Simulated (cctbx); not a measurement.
# Resonant diffraction in La3NiRhS7

Space group P6_3 (no. 173), a = 9.8800 Å, b = 9.8800 Å, c = 6.1720 Å, α = 90.00°, β = 90.00°, γ = 120.00°.

| atom | mult. | x | y | z | Ueq (Å²) |
| --- | --- | --- | --- | --- | --- |
| La1 | 6 | 0.2235 | 0.8527 | 0.6991 | 0.0048 |
| Rh1 | 2 | 2/3 | 1/3 | 0.6275 | 0.0041 |
| Ni1 | 2 | 0 | 0 | 0.5078 | 0.0054 |
| S1 | 2 | 2/3 | 1/3 | 0.0008 | 0.0059 |
| S2 | 6 | 0.0782 | 0.5692 | 0.9604 | 0.0066 |
| S3 | 6 | 0.2390 | 0.1427 | 0.7662 | 0.0056 |

The model is made up (kin elements in a known structure type, no relaxation), so it says nothing on whether the phase exists.

Calculated with cctbx: free-atom f′ and f″ from the Sasaki tables, no fine structure; amplitudes in electrons.

How do |F(hkl)| and |F(−h−k−l)| change across the Rh K edge?

```text
E (eV)    f'(Rh)   f''           |F|2 1 1        |F|0 3 0        |F|0 1 2        |F|2 1 0
  22620   -3.25   0.57       69.2/  68.9     19.7/  19.7     33.3/  34.7     16.4/  16.4
  22970   -3.99   0.56       68.4/  68.2     18.3/  18.3     32.9/  34.2     15.7/  15.7
  23100   -4.67   0.55       67.8/  67.5     16.9/  16.9     32.5/  33.8     15.0/  15.0
  23160   -5.33   0.55       67.1/  66.9     15.6/  15.6     32.2/  33.5     14.4/  14.4
  23190   -5.98   0.55       66.5/  66.2     14.3/  14.3     31.8/  33.1     13.7/  13.7
  23205   -6.62   0.55       65.9/  65.7     13.1/  13.1     31.5/  32.8     13.1/  13.1
  23212   -7.19   0.55       65.4/  65.1     11.9/  11.9     31.2/  32.5     12.6/  12.6
  23216   -7.80   0.55       64.9/  64.6     10.7/  10.7     30.9/  32.1     12.0/  12.0
  23224   -8.75   3.65       68.8/  59.2     10.9/  10.9     27.8/  34.4     11.2/  11.2
  23228   -7.54   3.65       69.7/  60.3     12.9/  12.9     28.4/  34.9     12.3/  12.3
  23235   -6.80   3.65       70.3/  61.0     14.2/  14.2     28.8/  35.3     13.1/  13.1
  23250   -6.06   3.64       71.0/  61.8     15.6/  15.6     29.2/  35.7     13.8/  13.8
  23280   -5.34   3.63       71.6/  62.5     16.9/  16.9     29.7/  36.0     14.5/  14.5
  23370   -4.39   3.61       72.4/  63.5     18.6/  18.6     30.2/  36.5     15.4/  15.4
  23620   -3.37   3.54       73.3/  64.7     20.5/  20.5     30.9/  37.0     16.4/  16.4
```

The edge is at 23220 eV. f′ of Rh falls from -4.7 e at 23100 eV to -7.8 e at 4 eV below it, and f″ steps from 0.55 to 3.65 e across it. Over that approach |F| changes by -4 % (2 1 1), -37 % (0 3 0), -5 % (0 1 2) and -20 % (2 1 0): a reflection falls where Rh scatters in phase with the total and rises where it scatters against it; it hardly moves where the Rh term is small or cancels by symmetry or lies in quadrature to the total. The f″ term interferes with the normal scattering with opposite sign for the two Friedel mates. The largest Friedel difference in the scan is 21.2 % of the mean (0 1 2, at 23224 eV).

[Logs are printed without paths, hosts, clocks, repeated set-up lines and the standing remarks that a program may print on its own settings, such as how far it seeks lower states.]
